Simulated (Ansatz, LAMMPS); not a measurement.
# Amorphous poly(p-phenylene) (as short chains C38H30), from a frame at 300 K (204 atoms): geometry optimisation, part 2 of 2

How does amorphous poly(p-phenylene) (as short chains C38H30), from a frame at 300 K (204 atoms) relax, and what do bonds, charges and levels look like afterwards?

Ansatz 0.2.0; Kohn-Sham DFT, PBE+D3(BJ), PAW (set soft_2), plane waves.

The cell: 114 C and 90 H. The network of contacts between molecules at the start is that of the classical potential that made the cell. Only the Γ point is sampled, in a cell whose shortest periodic width is 12 Å.

So far. Step 3 (Single point at the start): Neighbours are counted within 1.85 Å (C-C), 1.34 Å (C-H).

### Step 4. Cell and atoms relaxed

Cell and atoms are freed together, to release stress as well as forces.

input.yaml

```yaml
crystal:
  lattice:
    - [12.3985, 0.0, 0.0]
    - [0.0, 12.3985, 0.0]
    - [0.0, 0.0, 12.3985]
  atoms:
    [... the 204 atom lines of step 3 ...]
kpoints:
  mp_grid: { grid: [1, 1, 1] }
hamiltonian:
  xc: pbe
  dispersion: d3bj
scf:
  occupations: { method: fixed }
output:
  forces: true
relax:
  f_tol: 0.03
  max_steps: 200
  cell: {}
```

Command:

```console
ansatz run input.yaml --threads 4 --pin off --max-ram 8192MiB --backend cpu --events-out ev --progress --plain --runs-dir out
```

Numbers of over 12 decimals in the logs are rounded to 6 here.

What it wrote:

```text
Engine: ansatz 0.2.0, aarch64-unknown-linux-gnu
Pseudopotentials: kind: paw
Pseudopotential: C, paw, valence charge 4, recommended cutoff 420 eV (normal), C.paw.azcp
Pseudopotential: H, paw, valence charge 1, recommended cutoff 420 eV (normal), H.paw.azcp
[... 5 lines on functional and potentials left out ...]
Crystal: 204 atoms, lattice volume = 1905.932 Å³
Basis set: ecut = 420 eV, 37385 PW (Γ), exchange–correlation on 180×180×180 points (8 copies of the dense FFT grid, shifted against one another)
Bands: 477, of which v1, the nominal top of the filled ones, is band 273 counted from 1 (272 counted from 0)
Symmetry: 1 space group operations
Space group: P1 (ITA 1), of the structure as read, at distance tolerance 1.2e-4 Å
k-points: 1
[... 5 lines on functional and potentials left out ...]
Initial density: superposition of atomic densities (neutral atoms: chi_scale 0, normalization atom), corrected by the library's trained network
Initial wavefunctions: pseudopotential atomic-orbital guess
Functional: x = pbe(κ = 0.804, μ = 0.219515), c = pbe(β = 0.066725)
SCF iter   1: F=—  HF=-30042.612430 eV  |F-HF|=—  |Δ(HF+E_count)|=         —  Δρ=4.02e-3  dr2=3.81e-1  ethr=1.77e-3  ⟨swp⟩=5.0  Hψ=1497  notcnv=0  defer=201
preconditioner: auto → Resta (q_TF=auto, 2.215 Å⁻¹)  ε∞=2.6  [insulator: Δε(μ)=2.791 eV  Ē_g=15.641 eV  n_scr=364 (ndim 8)  ℏωp=19.9 eV  f_vac=0.135  ε∞_Penn≈2.6]
SCF iter   2: F=—  HF=-30042.571658 eV  |F-HF|=—  |Δ(HF+E_count)|=   4.08e-2  Δρ=2.05e-3  dr2=6.71e-2  ethr=6.98e-5  ⟨swp⟩=3.0  Hψ=737  notcnv=0  defer=202
SCF iter   3: F=—  HF=-30042.586184 eV  |F-HF|=—  |Δ(HF+E_count)|=   1.45e-2  Δρ=7.32e-4  dr2=1.19e-2  ethr=1.23e-5  ⟨swp⟩=3.0  Hψ=458  notcnv=0  defer=81
automatic band count: iteration 3 solves 356 bands in place of 477: the levels show a gap, and the empty bands left out lie too high to hold charge; the band table lists the bands solved (type scf.n_extra_bands for more)
SCF iter   4: F=—  HF=-30042.588905 eV  |F-HF|=—  |Δ(HF+E_count)|=   2.72e-3  Δρ=2.06e-4  dr2=1.27e-3  ethr=2.17e-6  ⟨swp⟩=3.0  Hψ=488  notcnv=0  defer=81
SCF iter   5: F=—  HF=-30042.589366 eV  |F-HF|=—  |Δ(HF+E_count)|=   4.60e-4  Δρ=8.16e-5  dr2=2.06e-4  ethr=2.33e-7  ⟨swp⟩=2.0  Hψ=496  notcnv=0  defer=81
SCF iter   6: F=—  HF=-30042.589396 eV  |F-HF|=—  |Δ(HF+E_count)|=   3.00e-5  Δρ=3.02e-5  dr2=2.36e-5  ethr=3.77e-8  ⟨swp⟩=2.0  Hψ=502  notcnv=0  defer=81
SCF iter   7: F=—  HF=-30042.592575 eV  |F-HF|=—  |Δ(HF+E_count)|=   3.18e-3  Δρ=1.20e-5  dr2=3.87e-6  ethr=4.33e-9  ⟨swp⟩=2.0  Hψ=620  notcnv=0  defer=81
SCF iter   8: F=—  HF=-30042.592575 eV  |F-HF|=—  |Δ(HF+E_count)|=   3.18e-7  Δρ=3.77e-6  dr2=3.66e-7  ethr=7.09e-10  ⟨swp⟩=2.0  Hψ=536  notcnv=0  defer=81
[...]
relax step  90: F+E_penalty+E_count = -30053.32614655 eV  Δ(F+E_penalty+E_count) = -1.452e-2 eV  max|allowed force component| = 8.883e-2 eV/Å  Δτ_max = 0.1078 Å  P = -0.043 GPa  Ω = 2104.847 Å³  energy of the carried Pulay correction = +5.654e-3 eV  (10 SCF iters, dr2 threshold 1.11e-8 eV, accepted)
relax step  93: F+E_penalty+E_count = -30053.33818108 eV  Δ(F+E_penalty+E_count) = -5.986e-3 eV  max|allowed force component| = 2.708e-2 eV/Å  Δτ_max = 0.0000 Å  P = -0.009 GPa  Ω = 2104.187 Å³  stress off target by 5.64e-2 GPa  SCF on the basis re-selected at this cell (its energy is not comparable with the rows above)  (6 SCF iters)
basis re-selected at this cell: Δ(F+E_penalty+E_count) = -5.986e-3 eV, ΔP = +0.001 GPa vs the last step (what re-selecting the basis moved, of the pressure what is left beyond the Pulay correction that the steps carried, after the strain that the cell walked since its last selection, [...]
[...]
Step cancelled. What follows is not a result of the run: it is the report of the last solve that finished, which converged after 6 SCF iterations.
Free energy (F): -30053.338181 eV
Harris-Foulkes:  -30053.338181 eV  (|F-HF|=1.22e-9)
Internal energy: -30053.338181 eV  (E = F + TS)
E sigma→0 (E₀):  -30053.338181 eV
Fermi energy:    0.835672 eV
--- Per-component energies (eV) ---
  E_band       = -3475.993170
  E_kinetic    = 11567.054130
  E_local      = -33693.829595  (includes V_loc(G=0)·N_el)
  E_nonlocal   = 3275.883642
  E_hartree    = 12004.820243
  E_xc         = -6267.971898
  E_vxc        = -7796.039109  (∫ρ·V_xc dr)
  E_paw        = -11376.349755  (= ΣΔE_a)
  E_vpaw       = -838.579995  (= ΣTr[D̂ρ^β])
  E_aug_tail   = -0.122853  (compensation charges beyond the density's cutoff)
  E_ewald      = -5547.598080
  E_disp       = -15.224016  (pairwise vdW)
  E_smearing   = -0.000000  (= −TS)
  E_closure    = -0.000000  (closes the sum)
  Σ components = -30053.338181   (vs F -30053.338181, Δ=0.00e0)
--- Forces (eV/Å), atoms counted from 1 ---
  atom   1  C      0.00725551    -0.01162589     0.01072663
  atom   2  C     -0.00023054    -0.00320928     0.00555084
  atom   3  C      0.00138360     0.00106884    -0.00214526
  atom   4  C     -0.00064949    -0.00234779     0.00566873
  atom   5  C      0.00225593    -0.00143830    -0.00311374
  atom   6  C      0.00062463    -0.00520031    -0.00221685
  atom   7  C     -0.00203370     0.00619614    -0.00134411
  atom   8  C      0.00228942     0.00137051     0.00146988
[...]
atom  13  C     -0.00421207     0.00158739     0.00034700
  atom  14  C     -0.00239308    -0.00277684     0.00232851
[...]
atom 203  H      0.00130737    -0.00230770     0.00046307
  atom 204  H     -0.00022685    -0.00276815     0.00092505
  max |Σ_I F_I| component: 1.08e-6 eV/Å
--- Stress (GPa, compression-positive) ---
       -0.033097      -0.023752       0.008022
       -0.023754      -0.013051       0.029368
        0.008023       0.029368       0.020062
  P = ⅓ Tr σ = -0.0087 GPa (-0.087 kbar)
End of that report.
Error: SIGTERM received: cancelled by the caller after 4 completed SCF iterations
```

It took 78 min on 4 threads of Arm Neoverse N1, shared host; peak memory 2.5 GiB.

The walk was cut short by its limit. What follows describes the steps that were made.

Step by step (22 of 93):

| step | energy less that of the first step (eV) | largest force component (eV/Å) | pressure (GPa) | volume (Å³) |
| --- | --- | --- | --- | --- |
| 1 | 0.0000 | 5.5201 | 5.74 | 1905.93 |
| 5 | -9.4552 | 0.1540 | -0.03 | 2048.87 |
| 10 | -9.5743 | 0.2282 | -0.25 | 2067.34 |
| 14 | -9.6546 | 0.1010 | -0.05 | 2060.25 |
| 19 | -9.7253 | 0.1520 | -0.11 | 2064.38 |
| 23 | -9.7668 | 0.0804 | 0.03 | 2060.41 |
| 27 | -9.8017 | 0.1053 | 0.01 | 2056.15 |
| 32 | -9.8313 | 0.1535 | 0.05 | 2057.70 |
| 36 | -9.8671 | 0.0526 | -0.01 | 2054.71 |
| 40 | -9.8962 | 0.2453 | 0.04 | 2053.65 |
| 45 | -9.9290 | 0.1079 | -0.06 | 2050.59 |
| 49 | -9.9383 | 0.0108 | -0.01 | 2049.28 |
| 54 | -10.4132 | 0.0314 | 0.12 | 2077.34 |
| 58 | -10.3759 | 0.2653 | 0.01 | 2107.35 |
| 62 | -10.3872 | 0.0150 | 0.00 | 2109.00 |
| 67 | -10.3847 | 0.2533 | -0.03 | 2112.75 |
| 71 | -10.5762 | 0.1644 | -0.10 | 2127.65 |
| 75 | -10.6056 | 0.0499 | -0.02 | 2120.59 |
| 80 | -10.6766 | 0.0354 | 0.00 | 2114.27 |
| 84 | -10.7098 | 0.1042 | -0.01 | 2109.69 |
| 89* | -10.7190 | 0.0144 | 0.00 | 2107.72 |
| 93* | -10.7456 | 0.0271 | -0.01 | 2104.19 |

Relaxation steps marked * repeat the geometry before them on a plane-wave basis chosen anew for their cell, so energy and pressure can jump there. Other such steps can lie between the rows shown. Relaxation steps 31, 42, 58, 67, 74 were tried and not accepted.

```csv
cell as run,before,after,change
a (Å),12.399,12.344,-0.4 %
b (Å),12.399,13.221,+6.6 %
c (Å),12.399,13.168,+6.2 %
α (°),90.00,81.87,-9.0 %
β (°),90.00,83.45,-7.3 %
γ (°),90.00,94.34,+4.8 %
volume (Å³/atom),9.34,10.31,+10.4 %
```

The atoms that moved most (Å, as changes of fractional coordinates times the final cell):

| atom | dx | dy | dz | length |
| --- | --- | --- | --- | --- |
| H42 | -1.053 | -0.339 | 2.673 | 2.893 |
| H189 | -0.422 | 1.867 | 1.812 | 2.635 |
| H43 | -0.933 | -0.473 | 2.362 | 2.583 |
| H203 | -0.944 | 1.545 | -1.287 | 2.222 |
| H188 | -0.166 | 1.542 | 1.537 | 2.184 |
| H134 | -0.571 | -1.896 | -0.895 | 2.173 |
| H204 | 0.481 | 0.286 | -2.074 | 2.148 |
| H44 | -0.420 | -0.267 | -2.012 | 2.072 |

The relaxation changed the energy by -52.7 meV/atom, and atoms moved by 1.1 Å r.m.s., 2.9 Å at most.

### Step 5. Distances and neighbours after relaxation

Bonds before and after, by the cutoffs listed below:

| pair | bonds before | bonds after | mean before (Å) | mean after (Å) | spread before (Å) | spread after (Å) |
| --- | --- | --- | --- | --- | --- | --- |
| C-C | 129 | 129 | 1.398 | 1.414 | 0.037 | 0.032 |
| C-H | 90 | 90 | 1.084 | 1.091 | 0.031 | 0.004 |

Density 1.15 g/cm³, 10.31 Å³ an atom.

Pair distribution functions g(r), in bins of 0.1 Å:

| r (Å) | total | C-C | C-H | H-H |
| --- | --- | --- | --- | --- |
| 0.95 | 0.00 | 0.00 | 0.00 | 0.00 |
| 1.05 | 5.99 | 0.00 | 12.10 | 0.00 |
| 1.15 | 0.25 | 0.00 | 0.52 | 0.00 |
| 1.25 | 0.00 | 0.00 | 0.00 | 0.00 |
| 1.35 | 1.66 | 5.32 | 0.00 | 0.00 |
| 1.45 | 3.36 | 10.80 | 0.00 | 0.00 |
| 1.55 | 0.14 | 0.44 | 0.00 | 0.00 |
| 1.65 | 0.00 | 0.00 | 0.00 | 0.00 |
| 1.75 | 0.46 | 0.00 | 0.00 | 2.36 |
| 1.85 | 0.00 | 0.00 | 0.00 | 0.00 |
| 1.95 | 0.02 | 0.00 | 0.00 | 0.11 |
| 2.05 | 0.12 | 0.00 | 0.00 | 0.59 |
| 2.15 | 2.89 | 0.00 | 5.69 | 0.45 |
| 2.25 | 0.22 | 0.00 | 0.00 | 1.14 |
| 2.35 | 0.49 | 0.73 | 0.00 | 1.35 |
| 2.45 | 2.17 | 4.62 | 0.00 | 3.71 |
| 2.55 | 0.99 | 2.34 | 0.05 | 1.21 |
| 2.65 | 0.65 | 0.00 | 1.08 | 0.59 |
| 2.75 | 1.67 | 1.20 | 2.32 | 0.76 |
| 2.85 | 0.66 | 0.57 | 0.64 | 0.86 |
| 2.95 | 0.66 | 0.38 | 0.71 | 0.95 |
| 3.05 | 0.68 | 0.36 | 0.91 | 0.58 |
| 3.15 | 0.52 | 0.08 | 0.69 | 0.79 |
| 3.25 | 0.55 | 0.17 | 0.74 | 0.67 |
| 3.35 | 1.21 | 0.32 | 1.92 | 0.85 |
| 3.45 | 1.16 | 0.39 | 1.82 | 0.70 |
| 3.55 | 0.65 | 0.49 | 0.67 | 0.85 |
| 3.65 | 0.80 | 0.83 | 0.76 | 0.84 |
| 3.75 | 1.15 | 1.91 | 0.67 | 1.15 |
| 3.85 | 1.42 | 1.38 | 1.72 | 0.75 |
| 3.95 | 0.99 | 0.88 | 1.13 | 0.82 |
| 4.05 | 1.02 | 0.76 | 1.28 | 0.78 |
| 4.15 | 0.93 | 0.69 | 1.10 | 0.89 |
| 4.25 | 0.97 | 0.83 | 1.02 | 1.05 |
| 4.35 | 1.26 | 1.69 | 0.82 | 1.69 |
| 4.45 | 0.97 | 0.91 | 0.81 | 1.48 |
| 4.55 | 0.99 | 0.91 | 0.90 | 1.36 |
| 4.65 | 1.17 | 0.88 | 1.48 | 0.86 |
| 4.75 | 0.98 | 1.07 | 0.88 | 1.08 |
| 4.85 | 1.14 | 1.31 | 1.09 | 0.97 |
| 4.95 | 1.34 | 1.26 | 1.35 | 1.45 |
| 5.05 | 1.14 | 1.08 | 1.31 | 0.83 |
| 5.15 | 1.00 | 1.05 | 1.07 | 0.73 |
| 5.25 | 0.96 | 1.12 | 0.88 | 0.90 |

Bonds by pair of elements; cutoffs follow the first minimum of g(r), held within bounds set by covalent radii, and pairs that aren't listed don't count as bonded:

| pair A-B | cutoff (Å) | bonds | mean length (Å) | spread (Å) | shortest (Å) | B about A | A about B |
| --- | --- | --- | --- | --- | --- | --- | --- |
| C-C | 1.85 | 129 | 1.41 | 0.032 | 1.38 | 2.26 | 2.26 |
| C-H | 1.34 | 90 | 1.09 | 0.004 | 1.09 | 0.789 | 1 |

How many atoms have how many bonded neighbours:

```
element  mean   1    3  4
      C  3.05   0  108  6
      H     1  90    0  0
```

Bond angles (no mean is given where the spread exceeds 20°):

```csv
angle,count,mean (°),spread (°)
C-C-C,180,120,1.9
C-C-H,162,118,2.6
H-C-H,18,108,0.7
```

Bond length by coordination (bonds to H left out):

| element | coordination | atoms | mean bond length (Å) |
| --- | --- | --- | --- |
| C | 3 | 108 | 1.41 |
| C | 4 | 6 | 1.50 |

Rings of the network by King's shortest-path rule, up to 12 atoms, one path for each pair of neighbours; H, halogens, alkali and alkaline-earth atoms are left out, and the last column divides by all other atoms, bonded or not:

| ring size (atoms) | rings | per network atom |
| --- | --- | --- |
| 6 | 18 | 0.158 |

For some of the pairs, g(r) has its first main peak near 1.4 Å (C-C) and 1.1 Å (C-H). Counting bonds as in the table, 95 % of C atoms have 3 and all H atoms have 1 bonded neighbour. The C-C-C angle averages 120° with a spread of 1.9°. All rings counted have 6 atoms.

### Step 6. Outcome

| Quantity | Value |
| --- | --- |
| energy change in the relaxation | -52.67 meV/atom |
| r.m.s. displacement | 1.057 Å |
| largest displacement | 2.893 Å |
| wall time of the 2 DFT runs | 80 min |

Relaxation lowers the energy by 52.7 meV/atom and moves atoms by 1.1 Å r.m.s. Displacements are taken in the final cell, so they leave out its strain. By the final cutoffs no bond was broken or made. The relaxation stopped at its limit, so this isn't yet a minimum. The cell grew by 10.4 % in volume. First to last step the energy falls by 10.746 eV, across changes of basis; the largest move, 2.89 Å, is that of H42. The relaxation was not finished: the largest force component stood at 0.027 eV/Å. The C-C bonds change most in mean length: from 1.398 Å (spread 0.037) to 1.414 Å (spread 0.032). Counting bonds as in the table, 95 % of C atoms have 3 and all H atoms have 1 bonded neighbour.

**Limits.** The force components of 1.0 eV/Å r.m.s. reflect the temperature of the frame as well as the gap between the generating potential and DFT, above all in bond lengths inside molecules. The network of contacts between molecules at the start is that of the classical potential that made the cell; in DFT atoms moved by 1.1 Å r.m.s. The pressure of 5.7 GPa is that of one thermal frame at a volume set beforehand, without the kinetic term and with the strain of bonds inside molecules.

[Logs are printed without paths, hosts, clocks, repeated set-up lines and the standing remarks that a program may print on its own settings, such as how far it seeks lower states.]

[Hosts, paths, dates, database ids (printed as entryN), source tags and the programs' standing remarks are cut or masked in the printed files.]
